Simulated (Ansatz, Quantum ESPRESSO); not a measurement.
## BaC2 (I4/mmm): third-order response

Wanted: vibrational spectra of BaC2 (I4/mmm) from linear and non-linear response.

Calculated with Quantum ESPRESSO 8.0 development, patched; DFT LDA, scalar-relativistic, plane waves, PseudoDojo norm-conserving pseudopotentials.

**1. Set-up**

The structure is tetragonal, space group I4/mmm (No. 139). The conventional cell has a = 4.407 Å, b = 4.407 Å, c = 7.269 Å, α = 90.00°, β = 90.00°, γ = 90.00°. Ba has 10 C at 3.00 to 3.18 Å nearest. Nearest to C lie 1 C at 1.26 Å and 5 Ba at 3.00 to 3.18 Å. Farther neighbours are not listed.

**2. A probe with smearing**

A cheap run with smearing and empty bands tells whether the crystal has a gap, which decides between fixed occupations and smearing later on.

File probe.in:

```
&CONTROL
  calculation = 'scf'
  prefix      = 'x'
  outdir      = './tmp'
  pseudo_dir  = './pseudo'
  tprnfor     = .true.
  tstress     = .true.
  verbosity   = 'high'
/
&SYSTEM
  ibrav       = 0
  nat         = 3
  ntyp        = 2
  ecutwfc     = 74.0
  occupations = 'smearing'
  smearing    = 'gaussian'
  degauss     = 0.01
/
&ELECTRONS
  conv_thr         = 1.0d-07
  mixing_beta      = 0.7
  electron_maxstep = 100
/
ATOMIC_SPECIES
 Ba    137.3270  Ba.upf
 C      12.0110  C.upf
CELL_PARAMETERS angstrom
    -2.203521000    2.203521000    3.634493000
     2.203521000   -2.203521000    3.634493000
     2.203521000    2.203521000   -3.634493000
ATOMIC_POSITIONS crystal
 Ba     0.000000000   0.000000000   0.000000000
 C      0.587008000   0.587008000   0.000000000
 C      0.412992000   0.412992000   0.000000000
K_POINTS automatic
 6 6 6 0 0 0
```

On the command line:

```console
> OMP_NUM_THREADS=1 mpirun -n 8 pw.x -nk 8 -in probe.in > probe.out
```

Output:

```text
[banners, grids, parts of the stress and lines that vanish by symmetry left out]
Program PWSCF v.8.0dev
     Message from routine setup:
     using ibrav=0 with symmetry is DISCOURAGED, use correct ibrav instead
[...]
kinetic-energy cutoff     =      74.0000  Ry
     charge density cutoff     =     296.0000  Ry
     scf convergence threshold =      1.0E-07
[...]
Exchange-correlation= SLA-PW-NOGX-NOGC
                           (   1   4   0   0   0   0   0)
[...]
16 Sym. Ops., with inversion, found
[...]
(     0          1          0      )
                  (     0          0          1      )
[...]
(  0.0000000  1.0000000 -0.0000000 )
                  (  0.0000000  0.0000000  1.0000000 )
[...]
(     1          0          0      )
                  (    -1         -1         -1      )
[...]
(    -1         -1         -1      )
                  (     0          1          0      )
[...]
( -1.0000000  0.0000000  0.0000000 )
                  ( -0.0000000  0.0000000 -1.0000000 )
[...]
number of k points=    30  Gaussian smearing, width (Ry)=  0.0100
[...]
End of self-consistent calculation
[...]
the Fermi energy is     5.0067 ev
!    total energy              =     -80.41348152 Ry
[...]
convergence has been achieved in   7 iterations
[...]
atom    1 type  1   force =     0.00000000    0.00000000    0.00000000
     atom    2 type  2   force =    -0.00000000   -0.00000000   -0.01657408
     atom    3 type  2   force =    -0.00000000   -0.00000000    0.01657408
[...]
Total force =     0.023439     Total SCF correction =     0.000051
[...]
total   stress  (Ry/bohr**3)                   (kbar)     P=      -39.89
[...]
XML data file, charge density, pseudopotentials, collected wavefunctions

   JOB DONE.
```

It took 6.8 s on 8 MPI ranks of Arm Neoverse V1, shared host.

This step gave:

```
volume per atom   : 23.53 Å³
pressure          : -3.990 GPa
gap on the k-mesh : 1.476 eV
```

A gap of 1.5 eV opens on this mesh, so the crystal is taken as an insulator; the start stands at -4.0 GPa.

**3. Relaxing the cell and atoms**

Frequencies change by per cents with a per cent of volume, so the structure is first brought to rest at this level of theory.

File relax.in:

```
&CONTROL
  calculation   = 'vc-relax'
  prefix        = 'x'
  outdir        = './tmp'
  pseudo_dir    = './pseudo'
  tprnfor       = .true.
  tstress       = .true.
  forc_conv_thr = 2.0d-05
  etot_conv_thr = 1.0d-07
  nstep         = 40
/
&SYSTEM
  ibrav       = 0
  nat         = 3
  ntyp        = 2
  ecutwfc     = 74.0
  occupations = 'fixed'
  nbnd        = 11
/
&ELECTRONS
  conv_thr         = 1.0d-11
  mixing_beta      = 0.7
  electron_maxstep = 100
/
&IONS
/
&CELL
  press_conv_thr = 0.2
/
ATOMIC_SPECIES
 Ba    137.3270  Ba.upf
 C      12.0110  C.upf
CELL_PARAMETERS angstrom
    -2.203521000    2.203521000    3.634493000
     2.203521000   -2.203521000    3.634493000
     2.203521000    2.203521000   -3.634493000
ATOMIC_POSITIONS crystal
 Ba     0.000000000   0.000000000   0.000000000
 C      0.587008000   0.587008000   0.000000000
 C      0.412992000   0.412992000   0.000000000
K_POINTS automatic
 8 8 8 0 0 0
```

On the command line:

```console
> OMP_NUM_THREADS=1 mpirun -n 8 pw.x -nk 8 -in relax.in > relax.out
```

Output:

```text
[banners, grids, parts of the stress and lines that vanish by symmetry left out]
[banner, memory and clock lines left out]
Program PWSCF v.8.0dev

[...]
kinetic-energy cutoff     =      74.0000  Ry
     charge density cutoff     =     296.0000  Ry
     scf convergence threshold =      1.0E-11
[...]
energy convergence thresh.=      1.0E-07
     force convergence thresh. =      2.0E-05
     press convergence thresh. =      2.0E-01
     Exchange-correlation= SLA-PW-NOGX-NOGC
                           (   1   4   0   0   0   0   0)
[...]
16 Sym. Ops., with inversion, found
[...]
number of k points=    59
[...]
c_bands: 1 eigenvalues not converged on the other pools
[...]
c_bands: 1 eigenvalues not converged on the other pools
[...]
End of self-consistent calculation
[...]
highest occupied, lowest unoccupied level (ev):     4.3846    5.8598
!    total energy              =     -80.41348158 Ry
[...]
convergence has been achieved in  14 iterations
[...]
atom    1 type  1   force =     0.00000000    0.00000000    0.00000000
     atom    2 type  2   force =     0.00000000    0.00000000   -0.01699147
     atom    3 type  2   force =    -0.00000000   -0.00000000    0.01699147
     Total force =     0.024030     Total SCF correction =     0.000000
[...]
total   stress  (Ry/bohr**3)                   (kbar)     P=      -39.86
[...]
number of bfgs steps    =   0
[...]
CELL_PARAMETERS (angstrom)
[...]
ATOMIC_POSITIONS (crystal)
Ba               0.0000000000        0.0000000000        0.0000000000
C                0.5857710324        0.5857710324        0.0000000000
C                0.4142289676        0.4142289676       -0.0000000000
[...]
New effective cutoffs (rho, wfc):  299.78   75.23
[...]
End of self-consistent calculation
[...]
highest occupied, lowest unoccupied level (ev):     4.5723    6.0421
!    total energy              =     -80.41430875 Ry
[...]
convergence has been achieved in  11 iterations
[...]
atom    1 type  1   force =     0.00000000    0.00000000    0.00000000
     atom    2 type  2   force =    -0.00000000   -0.00000000    0.06853580
     atom    3 type  2   force =    -0.00000000   -0.00000000   -0.06853580
     Total force =     0.096924     Total SCF correction =     0.000000
[...]
total   stress  (Ry/bohr**3)                   (kbar)     P=      -13.08
[...]
total   stress  (Ry/bohr**3)                   (kbar)     P=       -0.21
[...]
number of bfgs steps    =   6
[...]
highest occupied, lowest unoccupied level (ev):     5.2027    6.4117
!    total energy              =     -80.41873356 Ry
[...]
convergence has been achieved in   6 iterations
[...]
atom    2 type  2   force =    -0.00000000   -0.00000000   -0.00007969
     atom    3 type  2   force =    -0.00000000   -0.00000000    0.00007969
     Total force =     0.000113     Total SCF correction =     0.000000
[...]
total   stress  (Ry/bohr**3)                   (kbar)     P=       -0.05
[...]
number of bfgs steps    =   7
[...]
small trust_radius: resetting bfgs history
[...]
New effective cutoffs (rho, wfc):  316.10   79.03
[...]
End of self-consistent calculation
[...]
highest occupied, lowest unoccupied level (ev):     5.2030    6.4121
!    total energy              =     -80.41873355 Ry
[...]
convergence has been achieved in   6 iterations
[...]
atom    1 type  1   force =     0.00000000    0.00000000    0.00000000
     atom    2 type  2   force =    -0.00000000   -0.00000000    0.00023717
     atom    3 type  2   force =     0.00000000    0.00000000   -0.00023717
     Total force =     0.000335     Total SCF correction =     0.000000
[...]
total   stress  (Ry/bohr**3)                   (kbar)     P=        0.04
[...]
number of bfgs steps    =   8
[...]
resetting bfgs history
     Message from routine bfgs:
[...]
CELL_PARAMETERS (angstrom)
[...]
ATOMIC_POSITIONS (crystal)
[...]
New effective cutoffs (rho, wfc):  316.10   79.03
[...]
End of self-consistent calculation
[...]
highest occupied, lowest unoccupied level (ev):     5.2030    6.4121
!    total energy              =     -80.41873355 Ry
[...]
convergence has been achieved in   1 iterations
[...]
atom    1 type  1   force =     0.00000000    0.00000000    0.00000000
     atom    2 type  2   force =     0.00000000   -0.00000000    0.00023710
     atom    3 type  2   force =     0.00000000   -0.00000000   -0.00023710
     Total force =     0.000335     Total SCF correction =     0.000000
[...]
total   stress  (Ry/bohr**3)                   (kbar)     P=        0.04
[...]
Message from routine bfgs:
[...]
bfgs failed after  10 scf cycles and   8 bfgs steps, convergence not achieved
[...]
End of BFGS Geometry Optimization
     Final enthalpy           =     -80.4187335508 Ry
     File ./tmp/x.bfgs deleted, as requested
[...]
CELL_PARAMETERS (angstrom)
[...]
ATOMIC_POSITIONS (crystal)
[...]
C                0.5880837988        0.5880837988       -0.0000000000
C                0.4119162012        0.4119162012       -0.0000000000
[...]
XML data file, charge density, pseudopotentials, collected wavefunctions
```

It took 94 s on 8 MPI ranks.

The run stopped without converging: the BFGS search stopped short of its thresholds.

**4. Relaxing the cell and atoms**

The search is taken up again from its last cell, with wider thresholds.

File relax.in:

```
&CONTROL
  calculation   = 'vc-relax'
  prefix        = 'x'
  outdir        = './tmp'
  pseudo_dir    = './pseudo'
  tprnfor       = .true.
  tstress       = .true.
  forc_conv_thr = 1.0d-04
  etot_conv_thr = 1.0d-06
  nstep         = 40
/
&SYSTEM
  ibrav       = 0
  nat         = 3
  ntyp        = 2
  ecutwfc     = 74.0
  occupations = 'fixed'
  nbnd        = 11
/
&ELECTRONS
  conv_thr         = 1.0d-11
  mixing_beta      = 0.7
  electron_maxstep = 100
/
&IONS
/
&CELL
  press_conv_thr = 0.5
/
ATOMIC_SPECIES
 Ba    137.3270  Ba.upf
 C      12.0110  C.upf
CELL_PARAMETERS angstrom
    -2.132268488    2.132268488    3.562903713
     2.132268488   -2.132268488    3.562903713
     2.132268488    2.132268488   -3.562903713
ATOMIC_POSITIONS crystal
 Ba     0.000000000   0.000000000   0.000000000
 C      0.588083799   0.588083799   0.000000000
 C      0.411916201   0.411916201   0.000000000
K_POINTS automatic
 8 8 8 0 0 0
```

Output:

```text
[banners, grids, parts of the stress and lines that vanish by symmetry left out]
[banner, memory and clock lines left out]
Program PWSCF v.8.0dev

[...]
kinetic-energy cutoff     =      74.0000  Ry
     charge density cutoff     =     296.0000  Ry
     scf convergence threshold =      1.0E-11
[...]
energy convergence thresh.=      1.0E-06
     force convergence thresh. =      1.0E-04
     press convergence thresh. =      5.0E-01
     Exchange-correlation= SLA-PW-NOGX-NOGC
                           (   1   4   0   0   0   0   0)
[...]
16 Sym. Ops., with inversion, found
[...]
number of k points=    59
[...]
End of self-consistent calculation
[...]
highest occupied, lowest unoccupied level (ev):     5.2030    6.4121
!    total energy              =     -80.41838641 Ry
[...]
convergence has been achieved in  13 iterations
[...]
atom    1 type  1   force =     0.00000000    0.00000000    0.00000000
     atom    2 type  2   force =    -0.00000000   -0.00000000    0.00028394
     atom    3 type  2   force =    -0.00000000    0.00000000   -0.00028394
     Total force =     0.000402     Total SCF correction =     0.000000
[...]
total   stress  (Ry/bohr**3)                   (kbar)     P=       -0.98
[...]
number of bfgs steps    =   0
[...]
CELL_PARAMETERS (angstrom)
[...]
ATOMIC_POSITIONS (crystal)
Ba               0.0000000000        0.0000000000        0.0000000000
C                0.5881048851        0.5881048851        0.0000000000
C                0.4118951149        0.4118951149       -0.0000000000
[...]
New effective cutoffs (rho, wfc):  296.10   74.03
[...]
End of self-consistent calculation
[...]
highest occupied, lowest unoccupied level (ev):     5.2082    6.4150
!    total energy              =     -80.41838779 Ry
[...]
convergence has been achieved in   5 iterations
[...]
atom    1 type  1   force =    -0.00000000   -0.00000000    0.00000000
     atom    2 type  2   force =     0.00000000    0.00000000   -0.00019090
     atom    3 type  2   force =    -0.00000000    0.00000000    0.00019090
     Total force =     0.000270     Total SCF correction =     0.000002
[...]
total   stress  (Ry/bohr**3)                   (kbar)     P=       -0.83
[...]
number of bfgs steps    =   1
[...]
CELL_PARAMETERS (angstrom)
[...]
ATOMIC_POSITIONS (crystal)
Ba              -0.0000000000       -0.0000000000       -0.0000000000
[...]
New effective cutoffs (rho, wfc):  296.26   74.07
[...]
End of self-consistent calculation
[...]
highest occupied, lowest unoccupied level (ev):     5.2163    6.4208
!    total energy              =     -80.41838904 Ry
[...]
convergence has been achieved in   8 iterations
[...]
atom    1 type  1   force =    -0.00000000   -0.00000000    0.00000000
     atom    2 type  2   force =    -0.00000000    0.00000000    0.00061130
     atom    3 type  2   force =     0.00000000    0.00000000   -0.00061130
     Total force =     0.000865     Total SCF correction =     0.000000
[...]
total   stress  (Ry/bohr**3)                   (kbar)     P=       -0.22
[...]
number of bfgs steps    =   2
[...]
CELL_PARAMETERS (angstrom)
[...]
ATOMIC_POSITIONS (crystal)
[...]
New effective cutoffs (rho, wfc):  296.46   74.12
[...]
End of self-consistent calculation
[...]
highest occupied, lowest unoccupied level (ev):     5.2253    6.4258
!    total energy              =     -80.41838954 Ry
[...]
convergence has been achieved in   7 iterations
[...]
atom    1 type  1   force =     0.00000000    0.00000000    0.00000000
     atom    2 type  2   force =     0.00000000    0.00000000   -0.00039043
     atom    3 type  2   force =    -0.00000000   -0.00000000    0.00039043
     Total force =     0.000552     Total SCF correction =     0.000000
[...]
total   stress  (Ry/bohr**3)                   (kbar)     P=       -0.00
[...]
number of bfgs steps    =   3
[...]
CELL_PARAMETERS (angstrom)
[...]
ATOMIC_POSITIONS (crystal)
[...]
New effective cutoffs (rho, wfc):  296.43   74.11
[...]
End of self-consistent calculation
[...]
highest occupied, lowest unoccupied level (ev):     5.2238    6.4252
!    total energy              =     -80.41838961 Ry
[...]
convergence has been achieved in   8 iterations
[...]
atom    1 type  1   force =     0.00000000    0.00000000    0.00000000
     atom    2 type  2   force =     0.00000000   -0.00000000   -0.00002550
     atom    3 type  2   force =     0.00000000    0.00000000    0.00002550
     Total force =     0.000036     Total SCF correction =     0.000000
[...]
total   stress  (Ry/bohr**3)                   (kbar)     P=        0.01
[...]
bfgs converged in   5 scf cycles and   4 bfgs steps
[...]
End of BFGS Geometry Optimization
     Final enthalpy           =     -80.4183896128 Ry
     File ./tmp/x.bfgs deleted, as requested
[...]
CELL_PARAMETERS (angstrom)
[...]
ATOMIC_POSITIONS (crystal)
[...]
C                0.5881302110        0.5881302110        0.0000000000
C                0.4118697890        0.4118697890       -0.0000000000
[...]
Final scf calculation at the relaxed structure.
[...]
kinetic-energy cutoff     =      74.0000  Ry
     charge density cutoff     =     296.0000  Ry
     scf convergence threshold =      1.0E-13
[...]
press convergence thresh. =      5.0E-01
     Exchange-correlation= SLA-PW-NOGX-NOGC
                           (   1   4   0   0   0   0   0)
[...]
16 Sym. Ops., with inversion, found
[...]
number of k points=    59
[...]
End of self-consistent calculation
[...]
highest occupied, lowest unoccupied level (ev):     5.2238    6.4252
!    total energy              =     -80.41837809 Ry
[...]
convergence has been achieved in  14 iterations
[...]
atom    1 type  1   force =     0.00000000   -0.00000000    0.00000000
     atom    2 type  2   force =     0.00000000    0.00000000   -0.00002151
     atom    3 type  2   force =    -0.00000000   -0.00000000    0.00002151
     Total force =     0.000030     Total SCF correction =     0.000000
[...]
total   stress  (Ry/bohr**3)                   (kbar)     P=       -0.02
[...]
XML data file, charge density, pseudopotentials, collected wavefunctions
```

Wall time 65 s (8 MPI ranks); 8.7 min of CPU time.

Little changed from the start: no atom moved by 0.005 Å and no cell edge by 0.1 %.

The last row of the table of steps is pw.x's closing run on a basis chosen anew for the final cell, so its energy can jump.

Numbers from this step:

| Item | Value |
| --- | --- |
| volume per atom | 21.55 Å³ |
| pressure | -0.002 GPa |
| gap on the k-mesh | 1.201 eV |

The volume changes by -0.2 % from the cell with which this run began.

**5. Ground state**

Perturbation theory inherits every error of the wavefunctions, so the threshold is set near the limit of the arithmetic. With a gap, occupations are fixed, which also allows the response to an electric field.

File scf.in:

```
&CONTROL
  calculation = 'scf'
  prefix      = 'x'
  outdir      = './tmp'
  pseudo_dir  = './pseudo'
  tprnfor     = .true.
  tstress     = .true.
/
&SYSTEM
  ibrav       = 0
  nat         = 3
  ntyp        = 2
  ecutwfc     = 74.0
  occupations = 'fixed'
  nbnd        = 11
/
&ELECTRONS
  conv_thr         = 1.0d-12
  mixing_beta      = 0.7
  electron_maxstep = 100
/
ATOMIC_SPECIES
 Ba    137.3270  Ba.upf
 C      12.0110  C.upf
CELL_PARAMETERS angstrom
    -2.130654664    2.130654664    3.561042525
     2.130654664   -2.130654664    3.561042525
     2.130654664    2.130654664   -3.561042525
ATOMIC_POSITIONS crystal
 Ba     0.000000000   0.000000000   0.000000000
 C      0.588130211   0.588130211   0.000000000
 C      0.411869789   0.411869789   0.000000000
K_POINTS automatic
 8 8 8 0 0 0
```

On the command line:

```console
> OMP_NUM_THREADS=1 mpirun -n 8 pw.x -nk 8 -in scf.in > scf.out
```

Output:

```text
[banners, grids, parts of the stress and lines that vanish by symmetry left out]
[banner, memory and clock lines left out]
Program PWSCF v.8.0dev

[...]
kinetic-energy cutoff     =      74.0000  Ry
     charge density cutoff     =     296.0000  Ry
     scf convergence threshold =      1.0E-12
[...]
Exchange-correlation= SLA-PW-NOGX-NOGC
                           (   1   4   0   0   0   0   0)
[...]
16 Sym. Ops., with inversion, found
[...]
number of k points=    59
[...]
c_bands: 2 eigenvalues not converged on the other pools
[...]
End of self-consistent calculation
[...]
highest occupied, lowest unoccupied level (ev):     5.2238    6.4252
!    total energy              =     -80.41837809 Ry
[...]
convergence has been achieved in  16 iterations
[...]
atom    1 type  1   force =    -0.00000000   -0.00000000    0.00000000
     atom    2 type  2   force =     0.00000000    0.00000000   -0.00002168
     atom    3 type  2   force =     0.00000000    0.00000000    0.00002168
     Total force =     0.000031     Total SCF correction =     0.000000
[...]
total   stress  (Ry/bohr**3)                   (kbar)     P=       -0.02
[...]
XML data file, charge density, pseudopotentials, collected wavefunctions
```

The job ended after 18 s (8 MPI ranks; 2.4 min of CPU time).

The cell stands at -0.002 GPa, close enough for phonons.

(Continued in part 2 of 3.)

[Host names and launcher messages were left out of these logs when they were recorded.]

[Logs are printed without paths, hosts, clocks, repeated set-up lines and the standing remarks that a program may print on its own settings, such as how far it seeks lower states.]

[Hosts, paths, dates, database ids (printed as entryN), source tags and the programs' standing remarks are cut or masked in the printed files.]
